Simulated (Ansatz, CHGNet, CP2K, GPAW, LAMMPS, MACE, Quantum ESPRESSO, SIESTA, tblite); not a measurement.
# Amorphous Ge (61 atoms) in CP2K, part 3 of 3

Aim: run amorphous Ge (61 atoms) in CP2K and see how near its forces come to a plane-wave reference, and at what cost.

Program: CP2K 2026.2; the method stands at each step. Banners, paths, timers and routine set-up lines are dropped from the logs unmarked, and long logs keep their key lines alone; longer cuts are marked.

So far. Step 7 (PBE, DZVP-MOLOPT-SR, 244/50 Ry, diagonalisation): Against the first run (11 %), the force difference from the reference is 11 %, at 1.1 times the CPU time: the change moves forces by 0.02 meV/Å r.m.s., so most of the difference comes from elsewhere. Step 8 (RPBE, PBE potentials, DZVP-MOLOPT-SR, 350/50 Ry …): Against the first run (11 %), the force difference from the reference is 11 %, at 1.1 times the CPU time; the model has changed, so this is no error of the program alone.

## (9) PBE+rVV10L, DZVP-MOLOPT-SR, 350/50 Ry, diagonalisation

Method: Kohn-Sham DFT, PBE+rVV10 (b = 10, rVV10L), GTH-PBE pseudopotentials, Gaussian and plane waves, DZVP-MOLOPT-SR-GTH, diagonalisation.

input.inp reads:

```
&GLOBAL
  PROJECT cell
  RUN_TYPE ENERGY_FORCE
  PRINT_LEVEL LOW
&END GLOBAL
&FORCE_EVAL
  METHOD QS
  STRESS_TENSOR ANALYTICAL
  &DFT
    BASIS_SET_FILE_NAME BASIS_MOLOPT
    POTENTIAL_FILE_NAME GTH_POTENTIALS
    &MGRID
      CUTOFF 350
      REL_CUTOFF 50
    &END MGRID
    &QS
      EPS_DEFAULT 1.0E-12
    &END QS
    &SCF
      SCF_GUESS ATOMIC
      EPS_SCF 5.0E-06
      MAX_SCF 200
      ADDED_MOS 27
      &DIAGONALIZATION
        ALGORITHM STANDARD
      &END DIAGONALIZATION
      &SMEAR ON
        METHOD FERMI_DIRAC
        ELECTRONIC_TEMPERATURE [K] 580
      &END SMEAR
      &MIXING
        METHOD BROYDEN_MIXING
        ALPHA 0.15
        NBROYDEN 12
      &END MIXING
      &PRINT
        &RESTART OFF
        &END RESTART
      &END PRINT
    &END SCF
    &XC
      &XC_FUNCTIONAL PBE
      &END XC_FUNCTIONAL
      &VDW_POTENTIAL
        POTENTIAL_TYPE NON_LOCAL
        &NON_LOCAL
          TYPE RVV10
          KERNEL_FILE_NAME rVV10_kernel_table.dat
          PARAMETERS 10.0 0.0093
        &END NON_LOCAL
      &END VDW_POTENTIAL
    &END XC
    &PRINT
      &MULLIKEN ON
      &END MULLIKEN
      &HIRSHFELD ON
        SHAPE_FUNCTION DENSITY
      &END HIRSHFELD
      &MO ON
        EIGENVALUES T
        OCCUPATION_NUMBERS T
        MO_INDEX_RANGE 111 134
        &EACH
          QS_SCF 0
        &END EACH
        ADD_LAST NUMERIC
      &END MO
    &END PRINT
  &END DFT
  &SUBSYS
    &CELL
      A 10.64970 0.00000 0.00000
      B 0.00000 10.64970 0.00000
      C 0.00000 0.00000 10.64970
    &END CELL
    &COORD
      SCALED
[... 61 atom lines left out: the same atoms as in the first run ...]
    &END COORD
    &KIND Ge
      BASIS_SET DZVP-MOLOPT-SR-GTH-q4
      POTENTIAL GTH-PBE-q4
    &END KIND
  &END SUBSYS
  &PRINT
    &FORCES ON
    &END FORCES
    &STRESS_TENSOR ON
    &END STRESS_TENSOR
  &END PRINT
&END FORCE_EVAL
```

On the command line:

```sh
$ OMP_NUM_THREADS=2 cp2k.psmp -i input.inp > output.txt
```

Numbers of over 12 decimals in the logs are rounded to 6 here.

The program printed:

```text
CP2K| version string:                                       CP2K version 2026.2
 CP2K| Input file name                                                 input.inp
 GLOBAL| Basis set file name                                        BASIS_MOLOPT
 GLOBAL| Potential file name                                      GTH_POTENTIALS
 GLOBAL| Run type                                                   ENERGY_FORCE
 GLOBAL| Total number of message passing processes                             1
 GLOBAL| Number of threads for this process                                    2
 TOTAL NUMBERS AND MAXIMUM NUMBERS
  Total number of            - Atomic kinds:                                   1
                             - Atoms:                                         61
[... lines left out ...]
                        Smear method:                                FERMI_DIRAC
[... lines left out ...]
 Number of electrons:                                                        244
[... lines left out ...]
  Step     Update method      Time    Convergence         Total energy    Change
[... lines left out ...]
  *** SCF run converged in    15 steps ***
[... lines left out ...]
  Fermi energy:                                                 0.208799
  Total energy:                                              -238.576358
  Total energy (extrapolated to T->0):                       -238.571775
[... lines left out ...]
 MO| E(Fermi):            0.208799 a.u.          5.681706 eV
[... lines left out ...]
 !-----------------------------------------------------------------------------!
 !-----------------------------------------------------------------------------!
                           Hirshfeld Charges
  #Atom  Element  Kind  Ref Charge     Population                    Net charge
      1       Ge     1       4.000          3.998                         0.002
      2       Ge     1       4.000          3.994                         0.006
      3       Ge     1       4.000          4.014                        -0.014
[...]
60       Ge     1       4.000          3.997                         0.003
     61       Ge     1       4.000          3.996                         0.004
  Total Charge                                                           -0.000
 !-----------------------------------------------------------------------------!
 ENERGY| Total FORCE_EVAL ( QS ) energy [hartree]           -238.576464
 FORCES| Atomic forces [hartree/bohr]
 FORCES|   Atom     x               y               z               |f|
 FORCES|      1 -9.65314063E-04  3.72051619E-03 -1.88553092E-03   4.28127303E-03
 FORCES|      2  3.52778265E-03 -7.57374520E-03  7.06557583E-03   1.09420852E-02
 FORCES|      3  4.87201872E-03 -3.72140227E-05  2.11569195E-03   5.31169499E-03
[...]
FORCES|     60  6.37555148E-03  1.74044563E-03 -2.25989241E-03   6.98454876E-03
 FORCES|     61 -9.74552306E-03  9.81755785E-03  1.01071831E-02   1.71322740E-02
 FORCES| Sum    -1.57334789E-06  1.19724467E-06 -4.55389160E-07
 FORCES| Total atomic force                                       2.02884146E-06
 STRESS| Analytical stress tensor [bar]
 STRESS|                        x                   y                   z
 STRESS|      x        1.13351590973E+05  -4.07295752893E+03   1.96576439742E+03
 STRESS|      y       -4.07295752893E+03   8.85046594871E+04   2.22101855244E+03
 STRESS|      z        1.96576439742E+03   2.22101855244E+03   1.15970317261E+05
 STRESS| 1/3 Trace                                             1.05942189240E+05
```

Run time: 1.8 min. Hardware: 2 threads of Arm Neoverse V1, shared host; peak memory 2.8 GiB.

Against the reference:

```yaml
r_m_s_force_component: 0.2918 eV/Å
r_m_s_difference_of_force_components: 36.44 meV/Å
longest_difference_of_force_vectors: 125.9 meV/Å
force_difference_over_r_m_s_force: 13.01 %
slope_of_forces_against_the_reference_s: 1.034
correlation_of_force_components: 0.9927
pressure: 10.59 GPa
pressure_difference: 1.262 GPa
```

Against the first run (11 %), the force difference from the reference is 13 %, at 2.1 times the CPU time; the model has changed, so this is no error of the program alone.

## (10) PBE, DZVP-MOLOPT-SR, 350/70 Ry, diagonalisation

Method: Kohn-Sham DFT, PBE, GTH-PBE pseudopotentials, Gaussian and plane waves, DZVP-MOLOPT-SR-GTH, diagonalisation.

input.inp, as its differences from that of step 9:

```diff
@@ -13,3 +13,3 @@
       CUTOFF 350
-      REL_CUTOFF 50
+      REL_CUTOFF 70
     &END MGRID
@@ -43,10 +43,2 @@
       &END XC_FUNCTIONAL
-      &VDW_POTENTIAL
-        POTENTIAL_TYPE NON_LOCAL
-        &NON_LOCAL
-          TYPE RVV10
-          KERNEL_FILE_NAME rVV10_kernel_table.dat
-          PARAMETERS 10.0 0.0093
-        &END NON_LOCAL
-      &END VDW_POTENTIAL
     &END XC
@@ -75,6 +67,6 @@
     &END CELL
-    &COORD
-      SCALED
-[... 61 atom lines left out: the same atoms as in the first run ...]
-    &END COORD
+    &TOPOLOGY
+      COORD_FILE_NAME structure.xyz
+      COORD_FILE_FORMAT XYZ
+    &END TOPOLOGY
     &KIND Ge
```

structure.xyz reads:

```xyz
61

Ge 0.19372 3.69044 9.70603
Ge 5.73518 5.30770 5.45073
Ge 7.06906 0.66401 3.45380
Ge 7.60825 3.09640 3.25657
Ge 2.63452 4.81963 1.50502
Ge 5.92102 8.99878 3.47542
Ge 5.35286 4.00503 7.64084
Ge 9.00283 1.73867 8.07950
Ge 2.50939 9.09889 2.74954
Ge 9.38686 4.29332 7.56640
Ge 9.28494 10.02584 2.79576
Ge 6.15105 2.74890 10.51040
Ge 0.28286 1.46093 2.09118
Ge 8.33786 3.45327 0.94686
Ge 5.29194 1.37062 1.73867
Ge 7.92668 6.49866 5.44509
Ge 2.56349 5.80504 7.13008
Ge 10.50284 1.91322 4.59226
Ge 2.40907 7.19430 0.30586
Ge 0.68595 1.84006 6.95255
[... 37 atom lines left out ...]
Ge 3.81440 6.69536 8.95672
Ge 2.71802 0.59660 9.64895
Ge 6.43135 1.76764 8.09899
Ge 9.62818 6.49131 1.76231
```

The program printed:

```text
CP2K| version string:                                       CP2K version 2026.2
 CP2K| Input file name                                                 input.inp
 GLOBAL| Basis set file name                                        BASIS_MOLOPT
 GLOBAL| Potential file name                                      GTH_POTENTIALS
 GLOBAL| Run type                                                   ENERGY_FORCE
 GLOBAL| Total number of message passing processes                             1
 GLOBAL| Number of threads for this process                                    2
[... lines left out ...]
                        Smear method:                                FERMI_DIRAC
[... lines left out ...]
 Number of electrons:                                                        244
[... lines left out ...]
  Step     Update method      Time    Convergence         Total energy    Change
[... lines left out ...]
  *** SCF run converged in    15 steps ***
[... lines left out ...]
  Fermi energy:                                                 0.208865
  Total energy:                                              -238.668245
  Total energy (extrapolated to T->0):                       -238.663661
[... lines left out ...]
 MO| E(Fermi):            0.208865 a.u.          5.683504 eV
[... lines left out ...]
     61       Ge     1       4.000          3.996                         0.004
  Total Charge                                                           -0.000
 !-----------------------------------------------------------------------------!
 ENERGY| Total FORCE_EVAL ( QS ) energy [hartree]           -238.668363
 FORCES| Atomic forces [hartree/bohr]
 FORCES|   Atom     x               y               z               |f|
 FORCES|      1 -8.95534658E-04  3.71524841E-03 -1.82324698E-03   4.23429836E-03
 FORCES|      2  3.23868596E-03 -7.27744985E-03  6.92830090E-03   1.05570695E-02
 FORCES|      3  4.57359894E-03 -9.52833611E-05  2.11700517E-03   5.04069411E-03
[...]
FORCES|     60  6.28743200E-03  1.75239106E-03 -2.09672281E-03   6.85557599E-03
 FORCES|     61 -9.63665578E-03  1.00476808E-02  9.86895289E-03   1.70650888E-02
 FORCES| Sum    -2.45817571E-07 -1.47060929E-07 -5.05969050E-07
 FORCES| Total atomic force                                       5.81427446E-07
 STRESS| Analytical stress tensor [bar]
 STRESS|                        x                   y                   z
 STRESS|      x        1.16324770160E+05  -4.25516349082E+03   1.91135599951E+03
 STRESS|      y       -4.25516349082E+03   9.13576654524E+04   2.04675030644E+03
 STRESS|      z        1.91135599951E+03   2.04675030644E+03   1.18842919286E+05
 STRESS| 1/3 Trace                                             1.08841784966E+05
```

The job ended after 69 s (2 threads; peak memory 1.6 GiB; 2.1 min of CPU time).

Numbers from this run, and their distance from the reference:

```yaml
r_m_s_force_component: 0.2891 eV/Å
r_m_s_difference_of_force_components: 30.98 meV/Å
longest_difference_of_force_vectors: 104.1 meV/Å
force_difference_over_r_m_s_force: 11.06 %
slope_of_forces_against_the_reference_s: 1.026
correlation_of_force_components: 0.9946
pressure: 10.88 GPa
pressure_difference: 1.552 GPa
energy_less_the_same_level_run_s: 0.0001 meV/atom
r_m_s_force_difference_from_the_same_level_run: 0 meV/Å
```

Against the first run (11 %), the force difference from the reference is 11 %, at 1.4 times the CPU time: the change moves forces by under 0.01 meV/Å r.m.s., so most of the difference comes from elsewhere.

## (11) revPBE, PBE potentials, DZVP-MOLOPT-SR, 350/50 Ry, diagonalisation

Method: Kohn-Sham DFT, revPBE, GTH-PBE pseudopotentials, Gaussian and plane waves, DZVP-MOLOPT-SR-GTH, diagonalisation.

input.inp, as its differences from that of step 10:

```diff
@@ -13,3 +13,3 @@
       CUTOFF 350
-      REL_CUTOFF 70
+      REL_CUTOFF 50
     &END MGRID
@@ -41,3 +41,6 @@
     &XC
-      &XC_FUNCTIONAL PBE
+      &XC_FUNCTIONAL
+        &PBE
+          PARAMETRIZATION REVPBE
+        &END PBE
       &END XC_FUNCTIONAL
```

structure.xyz is that of step 10.

The program printed:

```text
CP2K| version string:                                       CP2K version 2026.2
 CP2K| Input file name                                                 input.inp
 GLOBAL| Basis set file name                                        BASIS_MOLOPT
 GLOBAL| Potential file name                                      GTH_POTENTIALS
 GLOBAL| Run type                                                   ENERGY_FORCE
 GLOBAL| Total number of message passing processes                             1
 GLOBAL| Number of threads for this process                                    2
[... lines left out ...]
                        Smear method:                                FERMI_DIRAC
[... lines left out ...]
 Number of electrons:                                                        244
[... lines left out ...]
  Step     Update method      Time    Convergence         Total energy    Change
[... lines left out ...]
  *** SCF run converged in    16 steps ***
[... lines left out ...]
  Fermi energy:                                                 0.209036
  Total energy:                                              -238.815718
  Total energy (extrapolated to T->0):                       -238.811127
[... lines left out ...]
 MO| E(Fermi):            0.209036 a.u.          5.688160 eV
[... lines left out ...]
     61       Ge     1       4.000          3.995                         0.005
  Total Charge                                                           -0.000
 !-----------------------------------------------------------------------------!
 ENERGY| Total FORCE_EVAL ( QS ) energy [hartree]           -238.815748
 FORCES| Atomic forces [hartree/bohr]
 FORCES|   Atom     x               y               z               |f|
 FORCES|      1 -7.72810140E-04  3.69774518E-03 -1.80419327E-03   4.18636696E-03
 FORCES|      2  2.95820523E-03 -7.08053786E-03  6.78087221E-03   1.02403722E-02
 FORCES|      3  4.37604601E-03 -7.68924300E-05  2.16179255E-03   4.88149958E-03
[...]
FORCES|     60  6.24641198E-03  1.79915862E-03 -2.01289913E-03   6.80488040E-03
 FORCES|     61 -9.62150217E-03  1.02424869E-02  9.74868569E-03   1.71031785E-02
 FORCES| Sum    -1.51057707E-08 -1.99403026E-08 -4.76646570E-07
 FORCES| Total atomic force                                       4.77302580E-07
 STRESS| Analytical stress tensor [bar]
 STRESS|                        x                   y                   z
 STRESS|      x        1.18881408817E+05  -4.39075133931E+03   1.90329152506E+03
 STRESS|      y       -4.39075133931E+03   9.37521803203E+04   1.98843201151E+03
 STRESS|      z        1.90329152506E+03   1.98843201151E+03   1.21330215438E+05
 STRESS| 1/3 Trace                                             1.11321268192E+05
```

Run time: 54 s. Hardware: 2 threads; peak memory 1.6 GiB.

Numbers from this run, and their distance from the reference:

* r.m.s. force component: 0.2879 eV/Å
* r.m.s. difference of force components: 30.96 meV/Å
* longest difference of force vectors: 98.43 meV/Å
* force difference over r.m.s. force: 11.05 %
* slope of forces against the reference's: 1.022
* correlation of force components: 0.9944
* pressure: 11.13 GPa
* pressure difference: 1.8 GPa

Against the first run (11 %), the force difference from the reference is 11 %, at 1.1 times the CPU time; the model has changed, so this is no error of the program alone.

## (12) The ladder

Differences are against the plane-wave reference, forces as r.m.s. over components; share is that over the reference's r.m.s. force, slope the least-squares factor from reference forces to these. Total energies of different programs have different zeros and aren't compared.

| run | Δ force, r.m.s. (meV/Å) | share (%) | slope | Δ pressure (GPa) | cores | CPU time | memory (GiB) |
| --- | --- | --- | --- | --- | --- | --- | --- |
| reference | - | - | - | - | 4 | 11 min | 3.6 |
| CP2K PBE, DZVP-MOLOPT-SR, 350/50 Ry, diagonalisation | 31.0 | 11.1 | 1.026 | 1.55 | 2 | 91 s | 1.6 |
| CP2K PBE, SZV-MOLOPT-SR, 350/50 Ry, diagonalisation (coarse) | 389 | 139 | 1.194 | -1.29 | 1 | 47 s | 1.5 |
| CP2K PBE, TZVP-UZH, 350/50 Ry, diagonalisation | 26.1 | 9.30 | 1.033 | 1.15 | 4 | 2.8 min | 3.4 |
| CP2K PBE, TZV2P-MOLOPT (SR for Ge), 350/50 Ry, diagonalisation | 18.8 | 6.70 | 1.020 | 1.06 | 4 | 2.3 min | 3.4 |
| CP2K PBE, DZVP-MOLOPT-SR, 122/50 Ry, diagonalisation (coarse) | 31.0 | 11.1 | 1.026 | 1.55 | 1 | 68 s | 0.65 |
| CP2K PBE, DZVP-MOLOPT-SR, 244/50 Ry, diagonalisation (coarse) | 31.0 | 11.1 | 1.026 | 1.55 | 2 | 96 s | 1.3 |
| CP2K RPBE, PBE potentials, DZVP-MOLOPT-SR, 350/50 Ry, diagonalisation | 31.6 | 11.3 | 1.020 | 1.91 | 2 | 97 s | 1.6 |
| CP2K PBE+rVV10L, DZVP-MOLOPT-SR, 350/50 Ry, diagonalisation | 36.4 | 13.0 | 1.034 | 1.26 | 2 | 3.2 min | 2.8 |
| CP2K PBE, DZVP-MOLOPT-SR, 350/70 Ry, diagonalisation | 31.0 | 11.1 | 1.026 | 1.55 | 2 | 2.1 min | 1.6 |
| CP2K revPBE, PBE potentials, DZVP-MOLOPT-SR, 350/50 Ry, diagonalisation | 31.0 | 11.1 | 1.022 | 1.80 | 2 | 97 s | 1.6 |

Rows marked coarse were listed beforehand as settings not expected to be converged; some can still land near the reference.

CPU time is summed over cores on a shared host, where runs went side by side, so it is rough. Symmetry, cutoffs, thresholds, outputs and thread counts weren't matched or tuned between programs; memory under MPI is the largest rank's times the ranks.

Within one program, basis, potentials and functional, energies share a zero. Each run against its twin at the usual cutoff or grid and solver:

| run | twin | Δ energy (meV/atom) | Δ force, r.m.s. (meV/Å) | CPU time over the twin's |
| --- | --- | --- | --- | --- |
| CP2K PBE, DZVP-MOLOPT-SR, 122/50 Ry, diagonalisation | DZVP-MOLOPT-SR, 350/50 Ry, diagonalisation | 0.0028 | 0.415 | 0.75 (this twin ran on 2 cores) |
| CP2K PBE, DZVP-MOLOPT-SR, 244/50 Ry, diagonalisation | DZVP-MOLOPT-SR, 350/50 Ry, diagonalisation | 2.0e-4 | 0.02 | 1.1 |
| CP2K PBE, DZVP-MOLOPT-SR, 350/70 Ry, diagonalisation | DZVP-MOLOPT-SR, 350/50 Ry, diagonalisation | 1.0e-4 | 0 | 1.4 |

Further runs of this program without a result: CP2K GFN1-xTB, diagonalisation (not converged).

## (13) Results

| Item | Value |
| --- | --- |
| nearest in forces | CP2K PBE, TZV2P-MOLOPT (SR for Ge), 350/50 Ry, diagonalisation, 6.7 % |
| its CPU time | 2.3 min |

The PBE runs in local orbitals, coarse settings apart, differ by 6.7 % (CP2K PBE, TZV2P-MOLOPT (SR for Ge), 350/50 Ry, diagonalisation) to 11 % (CP2K PBE, DZVP-MOLOPT-SR, 350/50 Ry, diagonalisation); basis, grid and potentials can all enter. Rows with another functional or a dispersion term differ by 11 % (CP2K revPBE, PBE potentials, DZVP-MOLOPT-SR, 350/50 Ry, diagonalisation) to 13 % (CP2K PBE+rVV10L, DZVP-MOLOPT-SR, 350/50 Ry, diagonalisation), which mixes the change of model with differences of basis and potentials, some of them made for another functional. Runs with settings chosen to be coarse differ by 11 % (CP2K PBE, DZVP-MOLOPT-SR, 244/50 Ry, diagonalisation) to 139 % (CP2K PBE, SZV-MOLOPT-SR, 350/50 Ry, diagonalisation), their programs' other errors included. Of the electronic-structure runs that take under half the reference's CPU time, CP2K PBE, TZV2P-MOLOPT (SR for Ge), 350/50 Ry, diagonalisation comes nearest, at 6.7 % in 2.3 min against 11 min. In pressure, CP2K PBE, DZVP-MOLOPT-SR, 350/50 Ry, diagonalisation misses by +1.6 GPa, at the same functional. The potentials hold different valence shells: 854 electrons in the reference, 244 in CP2K with TZV2P-MOLOPT; this bears on time and differences. The reference's pressure holds the uncorrected Pulay stress of its 45 Ry basis, so small pressure differences, and their order, may be the reference's own error. The quench rate of 5 K/ps is many orders above laboratory rates, so the cell is likely richer in defects and strain than a real sample. The network of bonds at the start is that of the classical potential that made the cell, and needn't be the one that DFT or experiment would give. The reference's pressure of 9.3 GPa belongs to a cell and atoms that aren't relaxed at this level. The electronic-structure runs sample only Γ, in a cell whose shortest periodic width is 11 Å, which is coarse for a cell with partly filled levels.

[Also dropped from logs without a mark: logging warnings of Python, and SIESTA's first energy breakdown and zero terms.]

[Logs are printed without paths, hosts, clocks, repeated set-up lines and the standing remarks that a program may print on its own settings, such as how far it seeks lower states.]

[Hosts, paths, dates, database ids (printed as entryN), source tags and the programs' standing remarks are cut or masked in the printed files.]
